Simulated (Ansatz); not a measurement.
# How fast states decay through Mg4CdTe4S

Wanted: the relaxed cell of Mg4CdTe4S, its band edges and its decay constants. It is built by putting Mg for Zn, Te for Se in the Zn4CdSe4S structure of space group Imm2, with the volume rescaled by atomic radii. The parent structure comes from the Materials Project.

Main program and level: Ansatz 0.2.0; PBE DFT, plane waves, PAW files, in the first sound run; inputs show where later runs differ.

The structure was built from a prototype and need not be the compound's stable phase.

## 1. Starting point

The structure is orthorhombic, space group Imm2 (No. 44). The conventional cell has a = 4.383 Å, b = 21.843 Å, c = 6.205 Å, α = 90.00°, β = 90.00°, γ = 90.00°. Mg has 1 S at 2.53 Å and 3 Te at 2.67 Å nearest. Nearest to Mg lie 4 Te at 2.67 to 2.69 Å. Nearest to Cd lie 2 S at 2.75 Å and 2 Te at 2.85 Å. Nearest to Te lie 3 Mg at 2.67 Å and 1 Cd at 2.85 Å. Nearest to Te lie 4 Mg at 2.67 to 2.69 Å. Nearest to S lie 2 Mg at 2.53 Å and 2 Cd at 2.75 Å. It derives from Zn4CdSe4S. Mg for Zn, Te for Se in the Zn4CdSe4S structure of space group Imm2. Farther neighbours and most contacts between anions are not listed.

## 2. Cell and atoms at rest

The substituted atoms don't fit the parent's cell, so cell and atoms relax together. A small smearing keeps the run stable in case the gap closes on the way.

Input file input.yaml:

```yaml
crystal:
  lattice:
    - [-2.1915910055, 10.9213143607, 3.1026536982]
    - [2.1915910055, -10.9213143607, 3.1026536982]
    - [2.1915910055, 10.9213143607, -3.1026536982]
  atoms:
    - { symbol: Mg, position: [0.395013, 0.99372, 0.401293] }
    - { symbol: Mg, position: [0.798865, 0.000279, 0.798586] }
    - { symbol: Mg, position: [0.201693, 0.000279, 0.201414] }
    - { symbol: Mg, position: [0.592427, 0.99372, 0.598707] }
    - { symbol: Cd, position: [0.011892, 0.011892, 0.0] }
    - { symbol: Te, position: [0.633823, 0.7383865, 0.8954365] }
    - { symbol: Te, position: [0.047519, 0.7464865, 0.3010325] }
    - { symbol: Te, position: [0.445454, 0.7464865, 0.6989675] }
    - { symbol: Te, position: [0.84295, 0.7383865, 0.1045635] }
    - { symbol: S, position: [0.280362, 0.780362, 0.5] }
kpoints:
  mp_grid: { grid: [6, 6, 6] }
scf:
  occupations: { method: gaussian, width: 0.03 }
hamiltonian:
  xc: pbe
output:
  forces: true
  stress: true
relax:
  f_tol: 0.02
  max_steps: 60
  cell: {}
```

On the command line:

```
> ansatz run input.yaml --threads 2 --pin off --max-ram 4096MiB --backend cpu --events-out ev --progress --plain --runs-dir out
```

Numbers of over 12 decimals in the logs are rounded to 6 here.

The program printed:

```text
basis.fft_grid_basis auto: the FFT boxes are laid along the combinations [[1, 1, 0], [0, 1, 1], [0, 0, 1]] of the cell's own vectors, 6.205, 4.383 and 11.563 Å long. The dense box has 45×30×80 points. Along the cell's own vectors, as sized, it would have 80×80×80, 4.74 times as many. Of the 4 symmetry operations that the crystal satisfies within crystal.symmetry.tolerance (time reversal apart; of a slab, those that k [...]
Engine: ansatz 0.2.0, aarch64-unknown-linux-gnu
Pseudopotentials: kind: paw
Pseudopotential: Mg, paw, valence charge 10, recommended cutoff 420 eV (normal), Mg.paw.azcp
Pseudopotential: Cd, paw, valence charge 20, recommended cutoff 420 eV (normal), Cd.paw.azcp
Pseudopotential: Te, paw, valence charge 16, recommended cutoff 420 eV (normal), Te.paw.azcp
Pseudopotential: S, paw, valence charge 6, recommended cutoff 420 eV (normal), S.paw.azcp
Functional definition: PBE
  parameter kappa = 0.804
  parameter beta = 0.066725
  exchange = pbe_x(kappa = kappa, mu = beta*pi^2/3)
  correlation = pbe_c(beta = beta)
Crystal: 10 atoms, lattice volume = 297.049 Å³
Basis set: ecut = 420 eV, 5813 PW (Γ), FFT grids on a1+a2, a2+a3, a3, exchange–correlation on 90×60×160 points (8 copies of the dense FFT grid, shifted against one another)
Bands: 78, of which v1, the nominal top of the filled ones, is band 65 counted from 1 (64 counted from 0)
Symmetry: 4 space group operations
Space group: Imm2 (ITA 44), of the structure as read, at distance tolerance 6.7e-5 Å
k-points: 46 of 216 (time reversal used)
Non-local potential: Mg, projectors of the file, l = 0: 3, l = 1: 2, l = 2: 1
Non-local potential: Cd, projectors of the file, l = 0: 3, l = 1: 2, l = 2: 2, l = 3: 1
Non-local potential: Te, projectors of the file, l = 0: 2, l = 1: 2, l = 2: 2, l = 3: 2
Non-local potential: S, projectors of the file, l = 0: 2, l = 1: 2, l = 2: 2
PAW form: soft (Blöchl's): semilocal exchange-correlation on the pseudo side does not see the compensation charge
PAW one-centre angular grid: Mg, 110 points (default); XC on 64 Gauss nodes
PAW one-centre angular grid: Cd, 590 points (default); XC on 64 Gauss nodes
PAW one-centre angular grid: Te, 590 points (default); XC on 64 Gauss nodes
PAW one-centre angular grid: S, 110 points (default); XC on 64 Gauss nodes
Initial density: superposition of atomic densities (neutral atoms: chi_scale 0, normalization atom), corrected by the library's trained network
Initial wavefunctions: pseudopotential atomic-orbital guess
Functional: x = pbe(κ = 0.804, μ = 0.219515), c = pbe(β = 0.066725)
SCF iter   1: F=—  HF=-44779.372991 eV  |F-HF|=—  |Δ(HF+E_count)|=         —  Δρ=7.43e-4  dr2=7.19e-3  ethr=1.77e-3  ⟨swp⟩=7.8  Hψ=14649  notcnv=0  defer=52
preconditioner: auto → Resta (q_TF=auto, 2.377 Å⁻¹)  ε∞=3.6  [insulator: Δε(μ)=2.205 eV  Ē_g=9.532 eV  σ=0.030 eV  W_gap=1.00  n_scr=66 (ndim 8)  ℏωp=15.2 eV  f_vac=0.096  D(μ)=0.00/eV (n_scr^D=0)  ε∞_Penn≈3.6]
SCF iter   2: F=—  HF=-44779.372433 eV  |F-HF|=—  |Δ(HF+E_count)|=   5.57e-4  Δρ=3.85e-4  dr2=1.09e-3  ethr=5.53e-6  ⟨swp⟩=2.8  Hψ=6820  notcnv=0  defer=251
SCF iter   3: F=—  HF=-44779.372269 eV  |F-HF|=—  |Δ(HF+E_count)|=   1.65e-4  Δρ=1.48e-4  dr2=1.22e-4  ethr=8.37e-7  ⟨swp⟩=2.0  Hψ=4381  notcnv=0  defer=251
SCF iter   4: F=—  HF=-44779.372312 eV  |F-HF|=—  |Δ(HF+E_count)|=   4.33e-5  Δρ=5.35e-5  dr2=1.52e-5  ethr=9.41e-8  ⟨swp⟩=2.0  Hψ=4435  notcnv=0  defer=251
SCF iter   5: F=—  HF=-44779.372247 eV  |F-HF|=—  |Δ(HF+E_count)|=   6.54e-5  Δρ=1.59e-5  dr2=1.21e-6  ethr=1.17e-8  ⟨swp⟩=2.0  Hψ=4420  notcnv=0  defer=251
SCF iter   6: F=—  HF=-44779.372248 eV  |F-HF|=—  |Δ(HF+E_count)|=   1.65e-6  Δρ=1.00e-5  dr2=2.74e-7  ethr=9.33e-10  ⟨swp⟩=2.0  Hψ=6275  notcnv=0  defer=251
SCF iter   7: F=-44779.372249 eV  HF=-44779.372248 eV  |F-HF|=3.67e-8  |Δ(HF+E_count)|=   9.49e-8  Δρ=2.62e-6  dr2=2.18e-8  ethr=7.69e-11  ⟨swp⟩=5.0  Hψ=11238  notcnv=0
SCF 1 converged in 7 iterations: F = -44779.372249 eV  dr2 = 2.18e-8
  greatest PAW one-centre occupation: 1.000 electrons in one spin orbital (limit 2), on the Cd atom at site 4 (counted from 0), in its partial waves of l = 0
relax step   1: F+E_penalty+E_count = -44779.37224853 eV  Δ(F+E_penalty+E_count) = +0.000e0 eV  max|allowed force component| = 9.410e-1 eV/Å  Δτ_max = 0.0000 Å  P = +4.234 GPa  Ω = 297.049 Å³  (7 SCF iters, dr2 threshold 1.00e-7 eV, accepted)
Crystal: 10 atoms, lattice volume = 327.480 Å³
Basis set: ecut = 420 eV, 6381 PW (Γ), FFT grids on a1+a2, a2+a3, a3, exchange–correlation on 90×60×160 points (8 copies of the dense FFT grid, shifted against one another)
Initial density: handed on by an earlier stage of this run
Initial wavefunctions: those handed on with the density
iter 1 solved again at ethr=1.73e-4 eV; its pass at ethr=3.10e-3 eV (dr2=2.25e-1 eV) is discarded
SCF iter   1: F=—  HF=-44780.113041 eV  |F-HF|=—  |Δ(HF+E_count)|=         —  Δρ=9.03e-3  dr2=2.25e-1  ethr=1.73e-4  ⟨swp⟩=3.1  Hψ=19613  notcnv=0
preconditioner: auto → Resta (q_TF=auto, 2.339 Å⁻¹)  ε∞=3.4  [insulator: Δε(μ)=1.614 eV  Ē_g=9.294 eV  σ=0.030 eV  W_gap=1.00  n_scr=66 (ndim 8)  ℏωp=14.5 eV  f_vac=0.139  D(μ)=0.00/eV (n_scr^D=0)  ε∞_Penn≈3.4]
SCF iter   2: F=—  HF=-44780.086133 eV  |F-HF|=—  |Δ(HF+E_count)|=   2.69e-2  Δρ=4.86e-3  dr2=6.60e-2  ethr=1.73e-4  ⟨swp⟩=3.5  Hψ=4557  notcnv=0
SCF iter   3: F=—  HF=-44780.090108 eV  |F-HF|=—  |Δ(HF+E_count)|=   3.98e-3  Δρ=7.05e-4  dr2=2.87e-3  ethr=5.08e-5  ⟨swp⟩=3.6  Hψ=7329  notcnv=0  defer=7
SCF iter   4: F=—  HF=-44780.091492 eV  |F-HF|=—  |Δ(HF+E_count)|=   1.38e-3  Δρ=2.71e-4  dr2=3.09e-4  ethr=2.21e-6  ⟨swp⟩=2.0  Hψ=6300  notcnv=0  defer=7
SCF iter   5: F=—  HF=-44780.091713 eV  |F-HF|=—  |Δ(HF+E_count)|=   2.21e-4  Δρ=9.87e-5  dr2=3.95e-5  ethr=2.38e-7  ⟨swp⟩=2.0  Hψ=6426  notcnv=0  defer=7
SCF iter   6: F=—  HF=-44780.091768 eV  |F-HF|=—  |Δ(HF+E_count)|=   5.58e-5  Δρ=5.27e-5  dr2=8.53e-6  ethr=3.04e-8  ⟨swp⟩=2.0  Hψ=6564  notcnv=0  defer=7
SCF iter   7: F=-44780.091776 eV  HF=-44780.091775 eV  |F-HF|=1.31e-6  |Δ(HF+E_count)|=   6.62e-6  Δρ=1.42e-5  dr2=7.68e-7  ethr=7.69e-10  ⟨swp⟩=3.1  Hψ=15348  notcnv=0
SCF 2 converged in 7 iterations: F = -44780.091776 eV  dr2 = 7.68e-7
relax step   2: F+E_penalty+E_count = -44780.09177635 eV  Δ(F+E_penalty+E_count) = -7.195e-1 eV  max|allowed force component| = 1.187e-1 eV/Å  Δτ_max = 0.1949 Å  P = -0.376 GPa  Ω = 327.480 Å³  energy of the carried Pulay correction = -3.214e-3 eV  (7 SCF iters, dr2 threshold 1.00e-6 eV, accepted)
Crystal: 10 atoms, lattice volume = 324.460 Å³
Basis set: ecut = 420 eV, 6309 PW (Γ), FFT grids on a1+a2, a2+a3, a3, exchange–correlation on 90×60×160 points (8 copies of the dense FFT grid, shifted against one another)
iter 1 solved again at ethr=7.83e-6 eV; its pass at ethr=3.10e-3 eV (dr2=1.02e-2 eV) is discarded
SCF iter   1: F=—  HF=-44780.110963 eV  |F-HF|=—  |Δ(HF+E_count)|=         —  Δρ=2.18e-3  dr2=1.05e-2  ethr=7.83e-6  ⟨swp⟩=2.7  Hψ=17822  notcnv=0
preconditioner: auto → Resta (q_TF=auto, 2.343 Å⁻¹)  ε∞=3.5  [insulator: Δε(μ)=1.621 eV  Ē_g=9.271 eV  σ=0.030 eV  W_gap=1.00  n_scr=66 (ndim 8)  ℏωp=14.6 eV  f_vac=0.116  D(μ)=0.00/eV (n_scr^D=0)  ε∞_Penn≈3.5]
SCF iter   2: F=—  HF=-44780.109835 eV  |F-HF|=—  |Δ(HF+E_count)|=   1.13e-3  Δρ=1.14e-3  dr2=2.69e-3  ethr=7.83e-6  ⟨swp⟩=2.4  Hψ=5851  notcnv=0
SCF iter   3: F=—  HF=-44780.110131 eV  |F-HF|=—  |Δ(HF+E_count)|=   2.95e-4  Δρ=1.94e-4  dr2=1.77e-4  ethr=2.07e-6  ⟨swp⟩=2.1  Hψ=6178  notcnv=0
SCF iter   4: F=—  HF=-44780.110087 eV  |F-HF|=—  |Δ(HF+E_count)|=   4.41e-5  Δρ=5.88e-5  dr2=2.03e-5  ethr=1.36e-7  ⟨swp⟩=2.0  Hψ=5198  notcnv=0
SCF iter   5: F=—  HF=-44780.110095 eV  |F-HF|=—  |Δ(HF+E_count)|=   8.70e-6  Δρ=2.57e-5  dr2=2.50e-6  ethr=1.56e-8  ⟨swp⟩=2.0  Hψ=6348  notcnv=0
SCF iter   6: F=-44780.110097 eV  HF=-44780.110097 eV  |F-HF|=1.30e-7  |Δ(HF+E_count)|=   1.42e-6  Δρ=1.03e-5  dr2=3.44e-7  ethr=6.78e-10  ⟨swp⟩=5.0  Hψ=13019  notcnv=0
SCF 3 converged in 6 iterations: F = -44780.110097 eV  dr2 = 3.44e-7
relax step   3: F+E_penalty+E_count = -44780.11009685 eV  Δ(F+E_penalty+E_count) = -1.832e-2 eV  max|allowed force component| = 6.506e-2 eV/Å  Δτ_max = 0.0491 Å  P = -0.078 GPa  Ω = 324.460 Å³  energy of the carried Pulay correction = -2.909e-3 eV  (6 SCF iters, dr2 threshold 8.81e-7 eV, accepted)
[...]
relax step   4: F+E_penalty+E_count = -44780.11187763 eV  Δ(F+E_penalty+E_count) = -1.781e-3 eV  max|allowed force component| = 9.473e-3 eV/Å  Δτ_max = 0.0111 Å  P = -0.002 GPa  Ω = 323.780 Å³  energy of the carried Pulay correction = -2.840e-3 eV  (5 SCF iters, dr2 threshold 2.65e-7 eV, accepted)
Basis set: ecut = 420 eV, 6293 PW (Γ), FFT grids on a1+a2, a2+a3, a3, exchange–correlation on 90×64×160 points (8 copies of the dense FFT grid, shifted against one another)
Initial wavefunctions: pseudopotential atomic-orbital guess (no wavefunctions were taken with the density)
iter 1 solved again at ethr=1.96e-7 eV; its pass at ethr=3.10e-3 eV (dr2=2.55e-4 eV) is discarded
SCF iter   1: F=—  HF=-44780.107035 eV  |F-HF|=—  |Δ(HF+E_count)|=         —  Δρ=2.65e-4  dr2=8.95e-6  ethr=1.96e-7  ⟨swp⟩=4.3  Hψ=25846  notcnv=0  defer=1
preconditioner: auto → Resta (q_TF=auto, 2.343 Å⁻¹)  ε∞=3.5  [insulator: Δε(μ)=1.604 eV  Ē_g=9.288 eV  σ=0.030 eV  W_gap=1.00  n_scr=66 (ndim 8)  ℏωp=14.6 eV  f_vac=0.116  D(μ)=0.00/eV (n_scr^D=0)  ε∞_Penn≈3.5]
SCF iter   2: F=—  HF=-44780.112572 eV  |F-HF|=—  |Δ(HF+E_count)|=   5.54e-3  Δρ=1.33e-4  dr2=1.98e-6  ethr=6.89e-9  ⟨swp⟩=2.1  Hψ=6592  notcnv=0
SCF iter   3: F=—  HF=-44780.114400 eV  |F-HF|=—  |Δ(HF+E_count)|=   1.83e-3  Δρ=2.11e-5  dr2=1.06e-7  ethr=1.52e-9  ⟨swp⟩=2.0  Hψ=4736  notcnv=0
SCF iter   4: F=—  HF=-44780.114442 eV  |F-HF|=—  |Δ(HF+E_count)|=   4.24e-5  Δρ=2.74e-6  dr2=1.10e-8  ethr=8.13e-11  ⟨swp⟩=2.0  Hψ=6578  notcnv=0
SCF iter   5: F=—  HF=-44780.114443 eV  |F-HF|=—  |Δ(HF+E_count)|=   4.71e-7  Δρ=5.20e-7  dr2=1.95e-9  ethr=8.44e-12  ⟨swp⟩=2.0  Hψ=4624  notcnv=0
SCF iter   6: F=—  HF=-44780.114443 eV  |F-HF|=—  |Δ(HF+E_count)|=   5.97e-9  Δρ=2.50e-7  dr2=2.66e-10  ethr=1.50e-12  ⟨swp⟩=2.0  Hψ=4738  notcnv=0
SCF iter   7: F=-44780.114443 eV  HF=-44780.114443 eV  |F-HF|=9.46e-11  |Δ(HF+E_count)|=  4.00e-10  Δρ=6.53e-8  dr2=1.61e-11  ethr=1.00e-12  ⟨swp⟩=5.0  Hψ=12462  notcnv=0
SCF 5 converged in 7 iterations: F = -44780.114443 eV  dr2 = 1.61e-11
relax step   5: F+E_penalty+E_count = -44780.11444296 eV  Δ(F+E_penalty+E_count) = -2.565e-3 eV  max|allowed force component| = 9.408e-3 eV/Å  Δτ_max = 0.0000 Å  P = -0.005 GPa  Ω = 323.780 Å³  stress off target by 3.16e-2 GPa  SCF on the basis re-selected at this cell (its energy is not comparable with the rows above)  (7 SCF iters)
basis re-selected at this cell: Δ(F+E_penalty+E_count) = -2.565e-3 eV, ΔP = -0.003 GPa vs the last step (what re-selecting the basis moved, of the pressure what is left beyond the Pulay correction that the steps carried, after the strain that the cell walked since its last selection, with what the two solves' SCF thresholds leave and, on support functions, any second-order correction that the steps lacked; it is no measure of the basis error at this ecutwfc). The dense FFT grid was sized anew with the basis: this SCF ran on 45×32×80 points, the steps before it on 45×30×80, so part of this shift can come from that change (see relax.cell in the input reference). [rest of the remark cut]
SCF converged after 7 iterations
Free energy (F): -44780.114443 eV
Harris-Foulkes:  -44780.114443 eV  (|F-HF|=9.46e-11)
Internal energy: -44780.114443 eV  (E = F + TS)
E sigma→0 (E₀):  -44780.114443 eV
Fermi energy:    5.512940 eV
--- Per-component energies (eV) ---
  E_band       = -3212.090890
  E_kinetic    = 1635.227132
  E_local      = -17600.853558  (includes V_loc(G=0)·N_el)
  E_nonlocal   = -794.808233
  E_hartree    = 8303.455764
  E_xc         = -885.858991
  E_vxc        = -873.755206  (∫ρ·V_xc dr)
  E_paw        = -24506.895328  (= ΣΔE_a)
  E_vpaw       = -2184.811828  (= ΣTr[D̂ρ^β])
  E_aug_tail   = -0.000771  (compensation charges beyond the density's cutoff)
  E_ewald      = -10930.380459
  E_smearing   = -0.000000  (= −TS)
  E_closure    = 0.000000  (closes the sum)
  Σ components = -44780.114443   (vs F -44780.114443, Δ=0.00e0)
--- Forces (eV/Å), atoms counted from 1 ---
  atom   1  Mg     0.00000000    -0.00552530     0.00419008
  atom   2  Mg     0.00000000    -0.00940816     0.00085621
  atom   3  Mg     0.00000000     0.00940816     0.00085621
  atom   4  Mg     0.00000000     0.00552530     0.00419008
  atom   5  Cd     0.00000000     0.00000000    -0.00052559
  atom   6  Te     0.00000000     0.00507156     0.00811668
  atom   7  Te     0.00000000    -0.00226841    -0.00859426
  atom   8  Te     0.00000000     0.00226841    -0.00859426
  atom   9  Te     0.00000000    -0.00507156     0.00811668
  atom  10  S      0.00000000     0.00000000    -0.00861220
  max |Σ_I F_I| component: 3.83e-7 eV/Å
--- Stress (GPa, compression-positive) ---
       -0.007215       0.000000       0.000000
        0.000000       0.022901       0.000000
        0.000000       0.000000      -0.031576
  P = ⅓ Tr σ = -0.0053 GPa (-0.053 kbar)
--- Relaxed structure (4 steps of the walk, 4 accepted, 1 SCFs on fresh bases) ---
  F+E_penalty+E_count = -44780.11444296 eV   max|allowed force component| = 9.408e-3 eV/Å   (the final SCF, on the basis selected at the relaxed cell)
  cell:  # Å, volume = 323.7800 Å³
    - [-2.257177, 11.300413, 3.173439]
    - [2.257177, -11.300413, 3.173439]
    - [2.257177, 11.300413, -3.173439]
  atoms:
    - { symbol: Mg, position: [0.396811, 0.985548, 0.411262] }
    - { symbol: Mg, position: [0.791996, -0.00731721, 0.799313] }
    - { symbol: Mg, position: [0.193370, -0.00731721, 0.200687] }
    - { symbol: Mg, position: [0.574286, 0.985548, 0.588738] }
    - { symbol: Cd, position: [0.035061, 0.035061, 1.5685286367100782e-19] }
    - { symbol: Te, position: [0.650823, 0.747917, 0.902906] }
    - { symbol: Te, position: [0.056672, 0.751978, 0.304694] }
    - { symbol: Te, position: [0.447284, 0.751978, 0.695306] }
    - { symbol: Te, position: [0.845011, 0.747917, 0.097094] }
    - { symbol: S, position: [0.258685, 0.758685, 0.500000] }
```

Elapsed: 6.3 min, on 2 threads of Arm Neoverse N1, shared host; peak memory 1.1 GiB.

Relaxation path:

```csv
step,energy less that of the first step (eV),largest force component (eV/Å),pressure (GPa),volume (Å³)
1,0.0000,0.9410,4.23,297.05
2,-0.7195,0.1187,-0.38,327.48
3,-0.7378,0.0651,-0.08,324.46
4,-0.7396,0.0095,0.00,323.78
5*,-0.7422,0.0094,-0.01,323.78
```

Relaxation steps marked * repeat the geometry before them on a plane-wave basis chosen anew for their cell, so energy and pressure can jump there.

Forces are held to the 4 operations that the run works with; a distortion that breaks them can't arise in this run.

```csv
"conventional cell, symmetrised",before,after,change
a (Å),4.383,4.514,+3.0 %
b (Å),21.843,22.601,+3.5 %
c (Å),6.205,6.347,+2.3 %
volume (Å³/atom),29.70,32.38,+9.0 %
```

The atoms that moved most (Å, as changes of fractional coordinates times the final cell):

```csv
atom,dx,dy,dz,length
Mg1,0.000,0.225,-0.052,0.231
Mg4,0.000,-0.225,-0.052,0.231
Te6,0.000,0.169,0.060,0.179
Te9,0.000,-0.169,0.060,0.179
Cd5,0.000,0.000,0.147,0.147
S10,0.000,0.000,-0.138,0.138
Te8,0.000,-0.083,0.035,0.090
Te7,0.000,0.083,0.035,0.090
```

This step gave:

| Quantity | Value |
| --- | --- |
| free energy | -44780.1144 eV |
| Fermi energy | 5.513 eV |
| pressure | -0.005296 GPa |

The largest force component on a free atom ends at 0.0094 eV/Å.

[end of part 1 of 3]

[Logs are printed without paths, hosts, clocks, repeated set-up lines and the standing remarks that a program may print on its own settings, such as how far it seeks lower states.]

[Hosts, paths, dates, database ids (printed as entryN), source tags and the programs' standing remarks are cut or masked in the printed files.]
